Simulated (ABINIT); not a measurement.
## A GW run on SrTiO3 (Tausonite) in ABINIT, with inputs changed

What do changed inputs do to GW on SrTiO3 (Tausonite)?

Calculated with ABINIT 10.8.3; PBE and many-body steps on it, plane waves.

## (1) Set-up

The structure is cubic, space group Pm-3m (No. 221). The conventional cell has a = 3.905 Å, b = 3.905 Å, c = 3.905 Å, α = 90.00°, β = 90.00°, γ = 90.00°. Nearest to Sr lie 12 O at 2.76 Å. Nearest to Ti lie 6 O at 1.95 Å. O has 2 Ti at 1.95 Å and 4 Sr at 2.76 Å nearest. Farther neighbours and most contacts between anions are not listed.

The cell and positions come from the Crystallography Open Database and are kept as given unless a step says otherwise.

## (2) Screening, 4×4×4 mesh, 197 bands, screening to 190.5 eV

This step: ABINIT 10.8.3; RPA screening on PBE, plane waves, norm-conserving pseudopotentials.

The RPA dielectric matrix is built and inverted for each q.

Contents of run.abi:

```
acell 3*1.0 Angstrom
rprim 
  3.905280000000 0.000000000000 0.000000000000
  0.000000000000 3.905280000000 0.000000000000
  0.000000000000 0.000000000000 3.905280000000
ntypat 3
znucl 38 22 8
natom 5
typat 1 2 3 3 3
xred 
  0.500000000000 0.500000000000 0.500000000000
  0.000000000000 0.000000000000 0.000000000000
  0.500000000000 0.000000000000 0.000000000000
  0.000000000000 0.500000000000 0.000000000000
  0.000000000000 0.000000000000 0.500000000000
pp_dirpath "pseudos"
pseudos "Sr.upf, Ti.upf, O.upf"
ecut 38
ngkpt 4 4 4
nshiftk 1
shiftk 0 0 0
kptopt 1
chksymbreak 0
istwfk *1
occopt 1
irdwfk 1
optdriver 3
nband 197
ecuteps 7
inclvkb 2
awtr 1
symchi 1
indata_prefix "in"
outdata_prefix "out"
tmpdata_prefix "tmp"
```

Launch:

```
OMP_NUM_THREADS=1 mpirun -n 8 abinit run.abi > log
```

What it wrote:

```text
.Version 10.8.3 of ABINIT. v10.8.2 released Aug 2026.

 Symmetries : space group Pm -3 m (#221); Bravais cP (primitive cubic)
[... echo of the input left out ...]
== DATASET  1 ==================================================================
-   mpi_nproc: 8, omp_nthreads: 1 (-1 if OMP is not activated)

--- !DatasetInfo
iteration_state: {dtset: 1, }
dimensions: {natom: 5, nkpt: 10, mband: 197, nsppol: 1, nspinor: 1, nspden: 1, mpw: 4632, }
cutoff_energies: {ecut:  38.0, pawecutdg:  -1.0, }
electrons: {nelect:   4.00000000E+01, charge:   0.00000000E+00, occopt:   1.00000000E+00, tsmear:   1.00000000E-02, }

 SCREENING: Calculation of the susceptibility and dielectric matrices

 Based on a program developped by R.W. Godby, V. Olevano, G. Onida, and L. Reining.
 Incorporated in ABINIT by V. Olevano, G.-M. Rignanese, and M. Torrent.
.Using double precision arithmetic ; gwpc =  8

[... cell and pseudopotentials left out ...]
--------------------------------------------------------------------------------

 ==== K-mesh for the wavefunctions ====
 Number of points in the irreducible wedge :    10
[... list of points left out ...]
 Together with 48 symmetry operations and time-reversal symmetry
 yields    64 points in the full Brillouin Zone.

 ==== Q-mesh for the screening function ====
 Number of points in the irreducible wedge :    10
[... list of points left out ...]
 Together with 48 symmetry operations and time-reversal symmetry
 yields    64 points in the full Brillouin Zone.

 setmesh: FFT mesh size selected  =    30x   30x   30
          total number of points  =        27000

 vcoul_init : cutoff-mode = AUXILIARY_FUNCTION
 q-points for optical limit:   1
     1)      0.000010    0.000020    0.000030

- screening: taking advantage of time-reversal symmetry
- Maximum band index for partially occupied states nbvw = 20
- Remaining bands to be divided among processors   nbcw = 177
- Number of bands treated by each node ~22

 Number of electrons calculated from density =   40.0000; Expected =   40.0000
 average of density, n =  0.099519
 r_s =    1.3387
 omega_plasma =   30.4305 [eV]

 calculating chi0 at frequencies [eV] :
  1    0.000000E+00    0.000000E+00
  2    0.000000E+00    3.043050E+01

--------------------------------------------------------------------------------
  q-point number  1        q = ( 0.000000, 0.000000, 0.000000) [r.l.u.]
--------------------------------------------------------------------------------
[... chi0 elements left out ...]
 For q-point:  0.000010 0.000020 0.000030
  dielectric constant =   6.3915
  dielectric constant without local fields =   6.7756

  Average fulfillment of the sum rule on Im[epsilon] for q-point    1 :     75.07  [%]
[... wings left out ...]
  q-point number  2        q = ( 0.250000, 0.000000, 0.000000) [r.l.u.]
--------------------------------------------------------------------------------
[... chi0 elements left out ...]
  Average fulfillment of the sum rule on Im[epsilon] for q-point    2 :     83.03  [%]

 [... 8 further q-points ...]
```

It took 5 min on 8 MPI ranks of Arm Neoverse V1, shared host; peak memory 2.5 GiB.

Numbers from this step:

| Item | Value |
| --- | --- |
| ε∞ with local fields, on this mesh, along the program's q direction | 6.391 |
| the same without local fields | 6.776 |
| plasma frequency | 30.43 eV |
| plane waves in the screening matrix | 365 |

Local fields lower ε∞ by 6 %. On a Γ-centred mesh this coarse the value itself is usually too large, while a short band sum pulls it down.

## (3) Base

The self-energy is evaluated for the states that the input lists, and the levels follow from it, in one-shot runs by the linearised quasiparticle equation.

This step: G0W0 on PBE, plane waves, norm-conserving pseudopotentials.

Edit run.abi of step 2 so:

```diff
@@ -26,8 +26,17 @@
 irdwfk 1
-optdriver 3
+optdriver 4
 nband 197
+gwcalctyp 0
+ecutsigx 38
+symsigma 1
+nkptgw 2
+kptgw 
+  0.5000000000 0.5000000000 0.5000000000
+  0.0000000000 0.0000000000 0.0000000000
+bdgw 
+  18 23
+  18 23
 ecuteps 7
-inclvkb 2
-awtr 1
-symchi 1
+irdscr 1
+ppmodel 1
 indata_prefix "in"
```

What it wrote:

```text
.Version 10.8.3 of ABINIT. v10.8.2 released Aug 2026.

 Symmetries : space group Pm -3 m (#221); Bravais cP (primitive cubic)
[... echo of the input left out ...]
== DATASET  1 ==================================================================
-   mpi_nproc: 8, omp_nthreads: 1 (-1 if OMP is not activated)

--- !DatasetInfo
iteration_state: {dtset: 1, }
dimensions: {natom: 5, nkpt: 10, mband: 197, nsppol: 1, nspinor: 1, nspden: 1, mpw: 4632, }
cutoff_energies: {ecut:  38.0, pawecutdg:  -1.0, }
electrons: {nelect:   4.00000000E+01, charge:   0.00000000E+00, occopt:   1.00000000E+00, tsmear:   1.00000000E-02, }

 SIGMA: Calculation of the GW corrections

 Based on a program developped by R.W. Godby, V. Olevano, G. Onida, and L. Reining.
 Incorporated in ABINIT by V. Olevano, G.-M. Rignanese, and M. Torrent.
.Using double precision arithmetic ; gwpc =  8

[... cell and pseudopotentials left out ...]
--------------------------------------------------------------------------------

 ==== K-mesh for the wavefunctions ====
 Number of points in the irreducible wedge :    10
[... list of points left out ...]
 Together with 48 symmetry operations and time-reversal symmetry
 yields    64 points in the full Brillouin Zone.

 ==== Q-mesh for screening function ====
 Number of points in the irreducible wedge :    10
[... list of points left out ...]
 Together with 48 symmetry operations and time-reversal symmetry
 yields    64 points in the full Brillouin Zone.

 vcoul_init : cutoff-mode = AUXILIARY_FUNCTION
 q-points for optical limit:   1
     1)      0.000010    0.000020    0.000030
 setmesh: FFT mesh size selected  =    45x   45x   45
          total number of points  =        91125

 Number of electrons calculated from density =   40.0000; Expected =   40.0000
 average of density, n =  0.099519
 r_s =    1.3387
 omega_plasma =   30.4305 [eV]

 === KS Band Gaps ===
  >>>> For spin  1
   Minimum direct gap =   2.2628 [eV], located at k-point      :   0.0000  0.0000  0.0000
   Fundamental gap    =   1.9077 [eV], Top of valence bands at :   0.5000  0.5000  0.5000
                                       Bottom of conduction at :   0.0000  0.0000  0.0000
 SIGMA fundamental parameters:
 PLASMON POLE MODEL  1
 number of plane-waves for SigmaX                 4457
 number of plane-waves for SigmaC and W            365
 number of plane-waves for wavefunctions          4457
 number of bands                                   197
 number of independent spin polarizations            1
 number of spinorial components                      1
 number of k-points in IBZ                          10
 number of q-points in IBZ                          10
 number of symmetry operations                      48
 number of k-points in BZ                           64
 number of q-points in BZ                           64
 number of frequencies for dSigma/dE                 9
 frequency step for dSigma/dE [eV]                0.25
 number of omega for Sigma on real axis              0
 max omega for Sigma on real axis  [eV]           0.00
 zcut for avoiding poles [eV]                     0.10

 EPSILON^-1 parameters (SCR file):
 dimension of the eps^-1 matrix on file            365
 dimension of the eps^-1 matrix used               365
 number of plane-waves for wavefunctions          4457
 number of bands                                   197
 number of q-points in IBZ                          10
 number of frequencies                               2
 number of real frequencies                          1
 number of imag frequencies                          1

 matrix elements of self-energy operator (all in [eV])

 Perturbative Calculation

--- !SelfEnergy_ee
iteration_state: {dtset: 1, }
kpoint     : [   0.500,    0.500,    0.500, ]
spin       : 1
KS_gap     :    4.517
QP_gap     :    6.363
Delta_QP_KS:    1.846
data: !SigmaeeData |
     Band     E0 <VxcDFT>   SigX SigC(E0)      Z dSigC/dE  Sig(E)    E-E0       E
       18   6.925 -20.195 -25.189   4.746   0.767  -0.305 -20.384  -0.190   6.736
       19   6.925 -20.195 -25.189   4.746   0.767  -0.305 -20.384  -0.190   6.736
       20   6.925 -20.195 -25.189   4.746   0.767  -0.305 -20.384  -0.190   6.736
       21  11.442 -21.983 -12.959  -6.731   0.722  -0.385 -20.327   1.656  13.098
       22  11.442 -21.983 -12.959  -6.731   0.722  -0.385 -20.327   1.656  13.098
       23  11.442 -21.983 -12.959  -6.731   0.722  -0.385 -20.327   1.656  13.098

--- !SelfEnergy_ee
iteration_state: {dtset: 1, }
kpoint     : [   0.000,    0.000,    0.000, ]
spin       : 1
KS_gap     :    2.263
QP_gap     :    3.853
Delta_QP_KS:    1.590
data: !SigmaeeData |
     Band     E0 <VxcDFT>   SigX SigC(E0)      Z dSigC/dE  Sig(E)    E-E0       E
[...]
21   8.833 -18.883 -11.450  -5.663   0.781  -0.281 -17.500   1.382  10.215
       22   8.833 -18.883 -11.450  -5.663   0.781  -0.281 -17.500   1.382  10.215
       23   8.833 -18.883 -11.450  -5.663   0.781  -0.281 -17.500   1.382  10.215

== END DATASET(S) ==============================================================
================================================================================

 -outvars: echo values of variables after computation  --------
           etotal      0.0000000000E+00
            nband         197
             nkpt          10
          spgroup         221
 [... the other variables as echoed above ...]

 Calculation completed.
```

Wall time 46 s (8 MPI ranks); peak memory 2.4 GiB; 4.6 min of CPU time.

This step gave:

```
G0W0 gap on the points computed              : 3.479 eV
starting gap on the mesh                     : 1.908 eV
k of the valence top                         : 0.5, 0.5, 0.5
k of the conduction bottom                   : 0, 0, 0
Z at the valence top                         : 0.767
Z at the conduction bottom                   : 0.781
least direct G0W0 gap on the computed points : 3.852 eV
```

The gap on the mesh goes from 1.91 eV to 3.48 eV, a correction of +1.57 eV.

## (4) Coulomb singularity

Edit run.abi of step 3 so:

```diff
@@ -41,2 +41,3 @@
 ppmodel 1
+gw_icutcoul 7
 indata_prefix "in"
```

What it wrote:

```text
.Version 10.8.3 of ABINIT. v10.8.2 released Aug 2026.

 Symmetries : space group Pm -3 m (#221); Bravais cP (primitive cubic)
[... echo of the input left out ...]
== DATASET  1 ==================================================================
-   mpi_nproc: 8, omp_nthreads: 1 (-1 if OMP is not activated)

--- !DatasetInfo
iteration_state: {dtset: 1, }
dimensions: {natom: 5, nkpt: 10, mband: 197, nsppol: 1, nspinor: 1, nspden: 1, mpw: 4632, }
cutoff_energies: {ecut:  38.0, pawecutdg:  -1.0, }
electrons: {nelect:   4.00000000E+01, charge:   0.00000000E+00, occopt:   1.00000000E+00, tsmear:   1.00000000E-02, }

 SIGMA: Calculation of the GW corrections

 Based on a program developped by R.W. Godby, V. Olevano, G. Onida, and L. Reining.
 Incorporated in ABINIT by V. Olevano, G.-M. Rignanese, and M. Torrent.
.Using double precision arithmetic ; gwpc =  8

[... cell and pseudopotentials left out ...]
--------------------------------------------------------------------------------

 ==== K-mesh for the wavefunctions ====
 Number of points in the irreducible wedge :    10
[... list of points left out ...]
 Together with 48 symmetry operations and time-reversal symmetry
 yields    64 points in the full Brillouin Zone.

 ==== Q-mesh for screening function ====
 Number of points in the irreducible wedge :    10
[... list of points left out ...]
 Together with 48 symmetry operations and time-reversal symmetry
 yields    64 points in the full Brillouin Zone.

 vcoul_init : cutoff-mode = AUX_GB
 q-points for optical limit:   1
     1)      0.000010    0.000020    0.000030
 setmesh: FFT mesh size selected  =    45x   45x   45
          total number of points  =        91125

 Number of electrons calculated from density =   40.0000; Expected =   40.0000
[...]
number of omega for Sigma on real axis              0
 max omega for Sigma on real axis  [eV]           0.00
 zcut for avoiding poles [eV]                     0.10

 EPSILON^-1 parameters (SCR file):
 dimension of the eps^-1 matrix on file            365
 dimension of the eps^-1 matrix used               365
 number of plane-waves for wavefunctions          4457
 number of bands                                   197
 number of q-points in IBZ                          10
 number of frequencies                               2
 number of real frequencies                          1
 number of imag frequencies                          1

 matrix elements of self-energy operator (all in [eV])

 Perturbative Calculation

--- !SelfEnergy_ee
iteration_state: {dtset: 1, }
kpoint     : [   0.500,    0.500,    0.500, ]
spin       : 1
KS_gap     :    4.517
QP_gap     :    6.364
Delta_QP_KS:    1.847
data: !SigmaeeData |
     Band     E0 <VxcDFT>   SigX SigC(E0)      Z dSigC/dE  Sig(E)    E-E0       E
       18   6.925 -20.195 -25.200   4.751   0.766  -0.305 -20.389  -0.195   6.731
       19   6.925 -20.195 -25.200   4.751   0.766  -0.305 -20.389  -0.195   6.731
       20   6.925 -20.195 -25.200   4.751   0.766  -0.305 -20.389  -0.195   6.731
[...]
--- !SelfEnergy_ee
iteration_state: {dtset: 1, }
kpoint     : [   0.000,    0.000,    0.000, ]
spin       : 1
KS_gap     :    2.263
QP_gap     :    3.854
Delta_QP_KS:    1.591
data: !SigmaeeData |
     Band     E0 <VxcDFT>   SigX SigC(E0)      Z dSigC/dE  Sig(E)    E-E0       E
[...]
22   8.833 -18.883 -11.450  -5.667   0.781  -0.281 -17.504   1.379  10.211
       23   8.833 -18.883 -11.450  -5.667   0.781  -0.281 -17.504   1.379  10.211

== END DATASET(S) ==============================================================
================================================================================

 -outvars: echo values of variables after computation  --------
           etotal      0.0000000000E+00
            nband         197
             nkpt          10
          spgroup         221
 [... the other variables as echoed above ...]

 Calculation completed.
```

The job ended after 48 s (8 MPI ranks; peak memory 2.4 GiB).

This step gave:

| Item | Value |
| --- | --- |
| G0W0 gap on the points computed | 3.480 eV |
| starting gap on the mesh | 1.908 eV |
| k of the valence top | 0.5, 0.5, 0.5 |
| k of the conduction bottom | 0, 0, 0 |
| Z at the valence top | 0.766 |
| Z at the conduction bottom | 0.781 |
| least direct G0W0 gap on the computed points | 3.853 eV |

Against G0W0 in ABINIT (4×4×4 mesh, 197 bands, screening to 190.5 eV, Godby-Needs plasmon pole), the gap moves by +0.001 eV.

## (5) Side by side

Times are wall times on 8 MPI ranks of Arm Neoverse V1, shared host, good to a factor of about two. A run's time includes the screening step that it read.

```tsv
run	mesh	bands	screening cutoff (eV)	DFT gap (eV)	gap on the mesh (eV)	direct (eV)	ε∞ used	time
base	4×4×4	197	190.5	1.908	3.479	3.852	6.39	5.7 min
Coulomb singularity	4×4×4	197	190.5	1.908	3.480	3.853	6.39	5.8 min
```

## (6) What came out

* base: 3.479 eV
* Coulomb singularity: 3.480 eV
* known limits: not at the basis limit; no spin-orbit coupling; coarse k mesh

Coulomb singularity: +0.001 eV against base (keys changed: gw_icutcoul). Bands and cutoff are finite, so the gap is not at the basis limit. The miss can reach some tenths of an eV and take either sign; the mesh is an error of its own. In the first G0W0 run levels were corrected at 2 k points alone, so a gap called «on the mesh» is the least over those, and an edge elsewhere would be missed. The 4×4×4 mesh is coarse for this cell, which bears on the long-range parts of exchange and screening. This is the ideal cubic cell; many perovskites, halides above all, are cubic only on average, and local tilts or off-centring can widen the gap. The many-body steps are scalar-relativistic: spin-orbit coupling is not in them.

[Paths, hosts, dates, memory and timing lines, banners, echoed tables and standing remarks are left out of the program output.]

[Logs are printed without paths, hosts, clocks, repeated set-up lines and the standing remarks that a program may print on its own settings, such as how far it seeks lower states.]

[Runs of the session that timed out or met a known fault of the program may be left out.]

[No measured gap is set beside runs whose start may be inverted or whose files or cutoffs have a known fault.]

[Hosts, paths, dates, database ids (printed as entryN), source tags and the programs' standing remarks are cut or masked in the printed files.]

[G0W0 gaps are taken among the corrected bands and points alone; a level outside them can change the order at an edge.]

[Where Ansatz stands beside ABINIT at settings called matched, ABINIT's density can come from a denser mesh and the files from another edition; pairs whose starting gaps differed by over 0.03 eV were left out, so agreement reads better than it is.]
